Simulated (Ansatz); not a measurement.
# LiGeF3 (model cell, started as cubic perovskite with Ge in the octahedra): following an unstable mode

Which phase does LiGeF3 (model cell, started as cubic perovskite with Ge in the octahedra) fall into along its unstable mode, and how much energy does it gain?

Main program and level: Ansatz 0.2.0; DFT r2SCAN, scalar-relativistic, plane waves, PAW; PAW set soft_1.

The structure was built from a prototype and need not be the compound's stable phase.

### 1. The starting structure

It takes space group Pm-3m (No. 221, cubic). The conventional cell has a = 4.340 Å, b = 4.340 Å, c = 4.340 Å, α = 90.00°, β = 90.00°, γ = 90.00°. Nearest to Li lie 12 F at 3.07 Å. Nearest to Ge lie 6 F at 2.17 Å. Nearest to F lie 2 Ge at 2.17 Å. Farther neighbours and most contacts between anions are not listed.

### 2. Phonons on a q mesh

The cell comes from relaxations at this level that are not shown. Stability and thermal properties need the whole zone. Linear response on a 2×2×2 q mesh gives force constants as far as a supercell of that size would, and the tensors from the zone-centre run are typed in so that the long-range dipole term is interpolated apart.

The input, input.yaml:

```yaml
crystal:
  lattice:
    - [4.3400973773, 0.0, 0.0]
    - [0.0, 4.3400973773, 0.0]
    - [0.0, 0.0, 4.3400973773]
  atoms:
    - { symbol: Li, position: [0.0, 0.0, 0.0] }
    - { symbol: Ge, position: [0.5, 0.5, 0.5] }
    - { symbol: F, position: [0.5, 0.5, 0.0] }
    - { symbol: F, position: [0.5, 0.0, 0.5] }
    - { symbol: F, position: [0.0, 0.5, 0.5] }
kpoints:
  mp_grid: { grid: [12, 12, 12] }
hamiltonian:
  xc: r2scan
  pseudopotentials: { kind: paw, azcp: { folder: soft_1 } }
scf:
  occupations: { method: fixed }
output:
  eigenvalues: true
phonons:
  method: dfpt
  qmesh: [2, 2, 2]
  temperatures: { t_max: 1000, t_step: 50 }
  qpath:
    path:
      - [[0.0, 0.0, 0.0], [0.0, 0.5, 0.0], [0.5, 0.5, 0.0], [0.0, 0.0, 0.0], [0.5, 0.5, 0.5], [0.0, 0.5, 0.0]]
      - [[0.5, 0.5, 0.5], [0.5, 0.5, 0.0]]
    npoints: 10
  non_analytic_term:
    high_frequency_dielectric_tensor: [[3.4248, 0.0, 0.0], [0.0, 3.4248, 0.0], [0.0, 0.0, 3.4248]]
    born_effective_charges:
      - { species: Li, tensor: [[1.2413, 0.0, 0.0], [0.0, 1.2413, 0.0], [0.0, 0.0, 1.2413]] }
      - { species: Ge, tensor: [[3.7783, 0.0, 0.0], [0.0, 3.7783, 0.0], [0.0, 0.0, 3.7783]] }
      - { species: F, tensor: [[-0.3902, 0.0, 0.0], [0.0, -0.3902, 0.0], [0.0, 0.0, -4.2391]] }
      - { species: F, tensor: [[-0.3902, 0.0, 0.0], [0.0, -4.2391, 0.0], [0.0, 0.0, -0.3902]] }
      - { species: F, tensor: [[-4.2391, 0.0, 0.0], [0.0, -0.3902, 0.0], [0.0, 0.0, -0.3902]] }
    source: "zone-centre run at this cell"
```

Launch:

```bash
> ansatz run input.yaml --threads 8 --pin off --max-ram 16384MiB --backend cpu --events-out ev --progress --plain --runs-dir out
```

Numbers of over 12 decimals in the logs are rounded to 6 here.

What it wrote:

```text
Engine: ansatz 0.2.0, x86_64-unknown-linux-gnu
Pseudopotentials: kind: paw
Pseudopotential: Li, paw, valence charge 3, recommended cutoff 500 eV (meta_gga), soft_1/Li.paw.azcp
Pseudopotential: Ge, paw, valence charge 14, recommended cutoff 500 eV (meta_gga), soft_1/Ge.paw.azcp
Pseudopotential: F, paw, valence charge 7, recommended cutoff 500 eV (meta_gga), soft_1/F.paw.azcp
Functional definition: r2SCAN
  parameter k0 = 0.174
  parameter k1 = 0.065
  parameter a1 = 4.9479
  exchange = r2scan_x(k0 = k0, k1 = k1, a1 = a1)
  correlation = r2scan_c
Crystal: 5 atoms, lattice volume = 81.752 Å³
Basis set: ecut = 500 eV, 2103 PW (Γ), exchange–correlation on 320×320×320 points (1000 copies of the dense FFT grid, shifted against one another)
Bands: 24, of which v1, the nominal top of the filled ones, is band 19 counted from 1 (18 counted from 0)
Symmetry: 48 space group operations
k-points: 518 of 1728 (irreducible under 2 space group operations, time reversal used)
Non-local potential: Li, projectors of the file, l = 0: 3, l = 1: 2, l = 2: 1
Non-local potential: Ge, projectors of the file, l = 0: 2, l = 1: 2, l = 2: 3, l = 3: 1
Non-local potential: F, projectors of the file, l = 0: 2, l = 1: 2, l = 2: 1
PAW form: soft (Blöchl's): semilocal exchange-correlation on the pseudo side does not see the compensation charge
PAW frozen core: Ge, regenerated for the run's functional (the file was generated under x = pbe(κ = 0.804, μ = 0.219515), c = pbe(β = 0.066725))
PAW frozen core: F, regenerated for the run's functional (the file was generated under x = pbe(κ = 0.804, μ = 0.219515), c = pbe(β = 0.066725))
PAW one-centre angular grid: Li, 302 points (default); XC on 295 of its mesh's 2161 points in the sphere
PAW one-centre angular grid: Ge, 590 points (default); XC on 160 Gauss nodes
PAW one-centre angular grid: F, 302 points (default); XC on 160 Gauss nodes
Initial density: superposition of atomic densities (chi_scale 0.1, normalization cell), built separately for each of the 2 bonded fragments (scf.initial_density.interfragment_charge_transfer: auto; true builds it for the cell as a whole; a typed value also counts as a typed key of the start: scf.initial_density.chi_scale says what that changes, if anything)
Initial wavefunctions: pseudopotential atomic-orbital guess
Functional: x = r2scan, c = r2scan; τ floored in thin density (d = 2e-4 eV/Å³)
SCF iter   1: F=—  HF=-6940.836441 eV  |F-HF|=—  |Δ(HF+E_count)|=         —  Δρ=7.38e-2  dr2=4.75e0  dr2_τ=2.86e-2  ethr=3.10e-3  ⟨swp⟩=4.8  Hψ=51941  notcnv=0  defer=1410
preconditioner: auto → Resta (q_TF=auto, 2.401 Å⁻¹)  ε∞=4.3  [insulator: Δε(μ)=1.163 eV  Ē_g=10.176 eV  n_scr=18 (ndim 8)  ℏωp=18.4 eV  f_vac=0.011  ε∞_Penn≈4.3]
SCF iter   2: F=—  HF=-6939.347831 eV  |F-HF|=—  |Δ(HF+E_count)|=    1.49e0  Δρ=3.10e-2  dr2=1.39e0  dr2_τ=2.20e-2  ethr=3.10e-3  ⟨swp⟩=2.8  Hψ=28636  notcnv=0  defer=1165
SCF iter   3: F=—  HF=-6938.978446 eV  |F-HF|=—  |Δ(HF+E_count)|=   3.69e-1  Δρ=1.76e-2  dr2=3.76e-1  dr2_τ=1.19e-2  ethr=3.10e-3  ⟨swp⟩=2.2  Hψ=23985  notcnv=0  defer=1016
SCF iter   4: F=—  HF=-6938.891760 eV  |F-HF|=—  |Δ(HF+E_count)|=   8.67e-2  Δρ=5.27e-3  dr2=4.07e-2  dr2_τ=6.28e-4  ethr=9.89e-4  ⟨swp⟩=4.0  Hψ=21615  notcnv=0  defer=1541
SCF iter   5: F=—  HF=-6938.893921 eV  |F-HF|=—  |Δ(HF+E_count)|=   2.16e-3  Δρ=3.99e-3  dr2=8.57e-3  dr2_τ=4.75e-4  ethr=1.07e-4  ⟨swp⟩=2.3  Hψ=27931  notcnv=0  defer=1533
SCF iter   6: F=—  HF=-6938.891424 eV  |F-HF|=—  |Δ(HF+E_count)|=   2.50e-3  Δρ=9.50e-4  dr2=6.60e-4  dr2_τ=2.77e-5  ethr=2.26e-5  ⟨swp⟩=2.0  Hψ=22285  notcnv=0  defer=1543
SCF iter   7: F=—  HF=-6938.892150 eV  |F-HF|=—  |Δ(HF+E_count)|=   7.26e-4  Δρ=2.70e-4  dr2=5.33e-5  dr2_τ=3.10e-6  ethr=1.74e-6  ⟨swp⟩=2.0  Hψ=22803  notcnv=0  defer=1543
SCF iter   8: F=—  HF=-6938.892170 eV  |F-HF|=—  |Δ(HF+E_count)|=   2.00e-5  Δρ=4.06e-5  dr2=1.20e-6  dr2_τ=4.45e-8  ethr=1.40e-7  ⟨swp⟩=2.0  Hψ=22366  notcnv=0  defer=1453
SCF iter   9: F=—  HF=-6938.892171 eV  |F-HF|=—  |Δ(HF+E_count)|=   1.72e-6  Δρ=9.52e-6  dr2=5.35e-8  dr2_τ=3.25e-9  ethr=3.17e-9  ⟨swp⟩=2.0  Hψ=22009  notcnv=0  defer=553
SCF iter  10: F=—  HF=-6938.892172 eV  |F-HF|=—  |Δ(HF+E_count)|=   8.56e-8  Δρ=1.64e-6  dr2=2.57e-9  dr2_τ=6.23e-11  ethr=1.41e-10  ⟨swp⟩=2.0  Hψ=21756  notcnv=0  defer=555
SCF iter  11: F=—  HF=-6938.892172 eV  |F-HF|=—  |Δ(HF+E_count)|=   3.55e-9  Δρ=4.69e-7  dr2=1.18e-10  dr2_τ=8.72e-12  ethr=6.78e-12  ⟨swp⟩=2.0  Hψ=21756  notcnv=0  defer=555
SCF iter  12: F=—  HF=-6938.892172 eV  |F-HF|=—  |Δ(HF+E_count)|=  8.55e-11  Δρ=1.81e-7  dr2=1.87e-11  dr2_τ=9.54e-13  ethr=1.00e-12  ⟨swp⟩=2.1  Hψ=20599  notcnv=0  defer=555
SCF iter  13: F=-6938.892172 eV  HF=-6938.892172 eV  |F-HF|=9.09e-13  |Δ(HF+E_count)|=  6.37e-12  Δρ=2.32e-8  dr2=3.48e-13  dr2_τ=3.80e-14  ethr=1.00e-12  ⟨swp⟩=11.6  Hψ=65628  notcnv=0
SCF 1 converged in 13 iterations: F = -6938.892172 eV  dr2 = 3.48e-13
  greatest PAW one-centre occupation: 0.999 electrons in one spin orbital (limit 2), on the Li atom at site 0 (counted from 0), in its partial waves of l = 0
DFPT response loops at Γ: preconditioner auto → none (the input reference at scf.mixing.eps_inf says where Resta's filter doesn't serve); β = 0.50; Broyden in place of MSR1
NSCF: frozen V_eff on 84 k-points
NSCF: frozen V_eff on 686 k-points
DFPT response loops at q = (0, 0, -0.5) (fractional): mixed as the last ones told, above
NSCF: frozen V_eff on 686 k-points
DFPT response loops at q = (0, -0.5, -0.5) (fractional): mixed as the last ones told, above
NSCF: frozen V_eff on 686 k-points
DFPT response loops at q = (-0.5, -0.5, -0.5) (fractional): mixed as the last ones told, above
SCF converged after 13 iterations
Free energy (F): -6938.892172 eV
Harris-Foulkes:  -6938.892172 eV  (|F-HF|=9.09e-13)
Internal energy: -6938.892172 eV  (E = F + TS)
E sigma→0 (E₀):  -6938.892172 eV
Fermi energy:    4.737982 eV
--- Per-component energies (eV) ---
  E_band       = -475.245189
  E_kinetic    = 701.630568
  E_local      = -5003.896794  (includes V_loc(G=0)·N_el)
  E_nonlocal   = 449.361133
  E_hartree    = 2149.062579
  E_xc         = -304.325504
  E_vxc        = -419.173268  (∫ρ·V_xc dr)
  E_paw        = -2661.554896  (= ΣΔE_a)
  E_vpaw       = -531.519466  (= ΣTr[D̂ρ^β])
  E_aug_tail   = 0.001122  (compensation charges beyond the density's cutoff)
  E_vtau       = 30.226350  (kinetic-family band-sum trace: ∫τ·v_τ [+ j·A + Jᵃ·Aᵃ] dr)
  E_ewald      = -2267.990445
  E_core_change = -1.179936  (= ΣΔE_core)
  E_smearing   = -0.000000  (= −TS)
  E_closure    = -0.000000  (closes the sum)
  Σ components = -6938.892172   (vs F -6938.892172, Δ=0.00e0)
--- Band table (eV; the first three rows and the last of 518) ---
  k-point 0: bands = [... 15 lower, -1.3184, -1.3075, -1.3075, -1.3075, 6.1644, 10.2633, 10.2633, 10.2633, ... 1 higher]
  k-point 1: bands = [... 15 lower, -1.3143, -1.3106, -1.3106, -1.0403, 6.2176, 10.0035, 10.2681, 10.2681, ... 1 higher]
  k-point 2: bands = [... 15 lower, -1.3329, -1.3091, -1.3091, -0.4561, 6.3645, 9.4397, 10.2841, 10.2841, ... 1 higher]
  k-point 517: bands = [... 15 lower, -0.8871, -0.8871, -0.8871, 4.7380, 6.9069, 6.9069, 6.9069, 8.6974, ... 1 higher]
--- Phonons (Γ-DFPT): 4 representative perturbations + reference, on 518 of 1728 k-points (Σ response iterations 25) ---
  k mesh reduced under 2 symmetry operations, with k and −k counted as one. Each operation leaves every solved perturbation unchanged. A smaller set is not considered because the functional reads the kinetic-energy density
  ASR residual: 2.251e-4 → 0.000e0 eV/Å²; symmetrization residual: 4.532e-6 eV/Å²
  ASR residual per site (eV/Å²): 2.25e-4 2.97e-5 7.32e-5 7.32e-5 7.32e-5
  Γ frequencies (cm⁻¹): -308.10 -308.10 -308.10 -216.47 -216.47 -216.47 -83.78 -83.78 -83.78 0.00 0.00 0.00 155.43 155.43 155.43
--- Phonons (arbitrary-q DFPT): 4 irreducible q on the 2×2×2 mesh ---
  q = [0.0000, 0.0000, 0.0000] (star 1, of the zone-centre solve; hermiticity 1.64e-6, symmetrization 9.89e-10): -308.10 -308.10 -308.10 -216.47 -216.47 -216.47 -83.78 -83.78 -83.78 0.00 0.00 0.00 155.43 155.43 155.43
  q = [0.0000, 0.0000, -0.5000] (star 3, 9 solved perturbations in 2646 linear systems a pass and spin channel, the states on 343 of 1728 k-point pairs; hermiticity 7.25e-7, symmetrization 2.79e-12): -295.58 -295.58 -206.77 -206.77 -95.75 -74.06 -74.06 -61.37 77.64 77.64 103.53 103.53 137.05 255.90 415.30
  q = [0.0000, -0.5000, -0.5000] (star 3, 9 solved perturbations in 2646 linear systems a pass and spin channel, the states on 343 of 1728 k-point pairs; hermiticity 4.21e-7, symmetrization 2.84e-13): -283.12 -202.48 -202.48 -182.20 -140.87 -64.07 -64.07 54.61 54.61 89.30 147.73 271.35 271.35 297.17 414.43
  q = [-0.5000, -0.5000, -0.5000] (star 1, 4 solved perturbations in 931 linear systems a pass and spin channel, the states on 343 of 1728 k-point pairs; hermiticity 5.50e-8, symmetrization 5.02e-12): -217.17 -217.17 -217.17 -141.39 -141.39 -141.39 210.72 210.72 210.72 212.54 212.54 212.54 296.71 296.71 425.95
  sum rule: each row above includes the acoustic sum rule's correction from the zone centre's row sums; it moved no ω² by more than (2.97 cm⁻¹)²
  mesh force constants: q→R imaginary residual 1.12e-17; ASR residual 2.251e-4 → 0.000e0 eV/Å²; symmetrization residual 5.329e-15 eV/Å²
  interpolated dispersion: 63 rows × 15 modes
  density of states and harmonic sums: on the 14×14×14 q-mesh, interpolated from the force constants of a 2×2×2 supercell (with the dipole–dipole term of supplied tensors)
  largest difference from the sums on the solved wave vectors: F 5.98e-2 eV, S 9.21e-5 and C_V 3.38e-5 eV/K
  zero-point energy: 0.087791 eV/cell   skipped modes (ω ≤ 0): 899, of them read as no rigid motion or as one in doubt: 896 (7.496e0 modes/cell left out, lowest -308.10 cm⁻¹)   left out of the sums: 5.00e-1 of the cell's modes: C_V's classical limit lies that fraction below 3 k_B per atom; for a crystal, a wire or a layer, F and S can be off by more, and a phonons.interpolated_qmesh denser along its periods is the remedy for the sampling
```

Elapsed: 10 min, on 8 threads of AMD EPYC 7B13 (Zen 3), shared host; peak memory 10 GiB.

Numbers from this step:

| Item | Value |
| --- | --- |
| gap on the k-mesh | 1.426 eV |
| volume per atom | 16.35 Å³ |
| sum-rule residual before enforcement | 2.25e-4 eV/Å² |
| lowest frequency on the path | -308.1 cm⁻¹ |
| point group | m-3m |
| highest frequency on the path or at a solved wavevector | 425.9 cm⁻¹ |
| highest optical mode at the zone centre (no LO-TO term) | 155.4 cm⁻¹ |
| lowest optical zone-centre mode | -308.1 cm⁻¹ |
| lowest mode on the q mesh (acoustic modes at Γ apart) | -308.1 cm⁻¹ |

Frequencies (cm⁻¹) solved at each irreducible wavevector; negative means imaginary. Frequencies by wavevector, by row:

| q in reciprocal lattice units | star | mode 1 | mode 2 | mode 3 | mode 4 | mode 13 | mode 14 | mode 15 |
| --- | --- | --- | --- | --- | --- | --- | --- | --- |
| 0 0 0 | 1 | -308.1 | -308.1 | -308.1 | -216.5 | 155.4 | 155.4 | 155.4 |
| 0 0 -0.5 | 3 | -295.6 | -295.6 | -206.8 | -206.8 | 137.1 | 255.9 | 415.3 |
| 0 -0.5 -0.5 | 3 | -283.1 | -202.5 | -202.5 | -182.2 | 271.4 | 297.2 | 414.4 |
| -0.5 -0.5 -0.5 | 1 | -217.2 | -217.2 | -217.2 | -141.4 | 296.7 | 296.7 | 425.9 |

Interpolated from a 2×2×2 q mesh, rough between the solved points, with the LO-TO term (at Γ the limit along the path; where Γ stands inside the path, tables give the limit on arrival). The phonon branches at the labelled points (cm⁻¹):

| point | branch 1 | branch 2 | branch 3 | branch 4 | branch 12 | branch 13 | branch 14 | branch 15 |
| --- | --- | --- | --- | --- | --- | --- | --- | --- |
| Γ | -308 | -308 | -263 | -216 | 137 | 155 | 155 | 419 |
| halfway | -302 | -302 | -212 | -212 | 139 | 139 | 193 | 418 |
| X | -296 | -296 | -207 | -207 | 104 | 137 | 256 | 415 |
| halfway | -290 | -204 | -196 | -151 | 174 | 213 | 264 | 407 |
| M | -283 | -202 | -202 | -182 | 271 | 271 | 297 | 414 |
| halfway | -296 | -206 | -204 | -174 | 139 | 175 | 216 | 395 |
| Γ | -308 | -308 | -263 | -216 | 137 | 155 | 155 | 419 |
| halfway | -207 | -207 | -165 | -165 | 180 | 204 | 204 | 377 |
| R | -217 | -217 | -217 | -141 | 212 | 297 | 297 | 426 |
| halfway | -211 | -195 | -182 | -153 | 186 | 219 | 257 | 400 |
| X | -296 | -296 | -207 | -207 | 104 | 137 | 256 | 415 |
| jump to R | -217 | -217 | -217 | -141 | 212 | 297 | 297 | 426 |
| halfway | -209 | -209 | -203 | -141 | 254 | 254 | 297 | 413 |
| M | -283 | -202 | -202 | -182 | 271 | 271 | 297 | 414 |

Symmetry leaves 4 wavevectors to solve. The lowest mode among them, the acoustic zeros apart, lies at Γ and is imaginary, 308.1i cm⁻¹, so the energy falls along it.

### 3. The mode frozen in, largest atomic shift 0 Å

The mode followed lies at Γ with frequency 308.1i cm⁻¹ and is 3-fold degenerate, the softest among the wavevectors solved. At small amplitude the distorted cell has space group no. 38 by a symmetry search on the positions. The undistorted cell that holds it gives the zero of energy on the same k mesh.

input.yaml, the sections that differ from step 2:

```yaml
scf:
  occupations: { method: gaussian, width: 0.02 }
output:
  forces: true
  stress: true
  eigenvalues: true
# crystal, kpoints, hamiltonian: as in step 2
# phonons: removed
```

What it wrote:

```text
[...]
Crystal: 5 atoms, lattice volume = 81.752 Å³
Basis set: ecut = 500 eV, 2103 PW (Γ), exchange–correlation on 128×128×128 points (64 copies of the dense FFT grid, shifted against one another)
Bands: 24, of which v1, the nominal top of the filled ones, is band 19 counted from 1 (18 counted from 0)
Symmetry: 48 space group operations
[...]
k-points: 84 of 1728
[...]
--- Band table (eV; the first three rows and the last of 84) ---
  k-point 0: bands = [... 15 lower, -1.3184, -1.3075, -1.3075, -1.3075, 6.1645, 10.2633, 10.2633, 10.2633]
  k-point 1: bands = [... 15 lower, -1.3143, -1.3106, -1.3106, -1.0403, 6.2177, 10.0035, 10.2682, 10.2682]
  k-point 2: bands = [... 15 lower, -1.3329, -1.3091, -1.3091, -0.4561, 6.3646, 9.4397, 10.2841, 10.2841]
  k-point 83: bands = [... 15 lower, -0.8871, -0.8871, -0.8871, 4.7381, 6.9070, 6.9070, 6.9070, 8.6974]
[key lines of the parts left out:]
SCF converged after 9 iterations
Free energy (F): -6938.892157 eV
Fermi energy:    5.451311 eV
P = ⅓ Tr σ = 0.0013 GPa (0.013 kbar)
```

Elapsed: 2.6 s, on 8 threads; peak memory 0.71 GiB; 17 s of CPU time.

Numbers from this step:

| Item | Value |
| --- | --- |
| pressure | 0.001262 GPa |
| energy from the undistorted cell | 0 meV/atom |

At this level the gap is 1.43 eV on the k-mesh of the self-consistent run, which can miss the band edges.

### 4. The mode frozen in, largest atomic shift 0.32 Å

The atoms are moved along the unstable eigenvector, the largest shift by 0.32 Å, with the cell fixed.

input.yaml, the sections that differ from step 3:

```yaml
crystal:
  lattice:
    - [4.3400973773, 0.0, 0.0]
    - [0.0, 4.3400973773, 0.0]
    - [0.0, 0.0, 4.3400973773]
  atoms:
    - { symbol: Li, position: [0.0, -0.0128948088, -0.0128948088] }
    - { symbol: Ge, position: [0.5, 0.5093791747, 0.5093791747] }
    - { symbol: F, position: [0.5, 0.5199215041, -0.0709887566] }
    - { symbol: F, position: [0.5, -0.0709887566, 0.5199215041] }
    - { symbol: F, position: [0.0, 0.5199215041, 0.5199215041] }
# kpoints, hamiltonian, scf, output: as in step 3
```

What it wrote:

```text
[...]
Crystal: 5 atoms, lattice volume = 81.752 Å³
Basis set: ecut = 500 eV, 2103 PW (Γ), exchange–correlation on 128×128×128 points (64 copies of the dense FFT grid, shifted against one another)
Bands: 24, of which v1, the nominal top of the filled ones, is band 19 counted from 1 (18 counted from 0)
Symmetry: 4 space group operations
[...]
--- Band table (eV; the first three rows and the last of 301) ---
  k-point 0: bands = [... 15 lower, -1.5388, -1.4557, -1.2882, -0.0765, 6.3260, 10.2207, 10.3507, 10.8254]
  k-point 1: bands = [... 15 lower, -1.5667, -1.4154, -1.2943, 0.0450, 6.3667, 10.0600, 10.3538, 10.6927]
  k-point 2: bands = [... 15 lower, -1.5823, -1.3870, -1.3048, 0.3709, 6.4776, 9.5819, 10.3633, 10.5984]
  k-point 300: bands = [... 15 lower, -1.3108, -1.0885, -0.9764, 3.9856, 7.3107, 7.6235, 8.6236, 9.0196]
[key lines of the parts left out:]
SCF converged after 11 iterations
Free energy (F): -6939.194111 eV
Fermi energy:    5.155789 eV
P = ⅓ Tr σ = 3.6710 GPa (36.710 kbar)
```

Elapsed: 14 s, on 8 threads; peak memory 1 GiB.

Numbers from this step:

```yaml
pressure: 3.671 GPa
gap_on_the_k_mesh: 2.340 eV
energy_from_the_undistorted_cell: -60.39 meV/atom
```

The energy, extrapolated to zero smearing, is -60.39 meV/atom against the undistorted cell.

The run ends at a pressure of 3.67 GPa, with forces up to 1.2 eV/Å.

### 5. Energy along the mode, all amplitudes (two of the runs are shown above)

An imaginary frequency means negative curvature, so the energy should fall and then rise again as anharmonic terms take over.

Numbers from this step:

* depth at the lowest point sampled: 60.39 meV/atom
* largest atomic shift at that point: 0.32 Å

Table of energy from the parent by largest atomic shift:

| largest atomic shift (Å) | energy from the parent (meV/atom) |
| --- | --- |
| 0.000 | 0 |
| 0.040 | -2.40 |
| 0.080 | -9.27 |
| 0.140 | -25.7 |
| 0.220 | -50.5 |
| 0.320 | -60.4 |
| 0.450 | 42.7 |

Displacement at unit largest shift by atom:

| atom | x (Å) | y (Å) | z (Å) | size |
| --- | --- | --- | --- | --- |
| Li1 | 0.00 | -0.17 | -0.17 | 0.25 |
| Ge2 | 0.00 | 0.13 | 0.13 | 0.18 |
| F3 | 0.00 | 0.27 | -0.96 | 1.00 |
| F4 | 0.00 | -0.96 | 0.27 | 1.00 |
| F5 | 0.00 | 0.27 | 0.27 | 0.38 |

The lowest of the steps tried is at 0.32 Å, 60.4 meV/atom below the parent; the bottom of the well need not coincide with a step.

(Part 1 of 3 ends here.)

[Logs are printed without paths, hosts, clocks, repeated set-up lines and the standing remarks that a program may print on its own settings, such as how far it seeks lower states.]

[Hosts, paths, dates, database ids (printed as entryN), source tags and the programs' standing remarks are cut or masked in the printed files.]
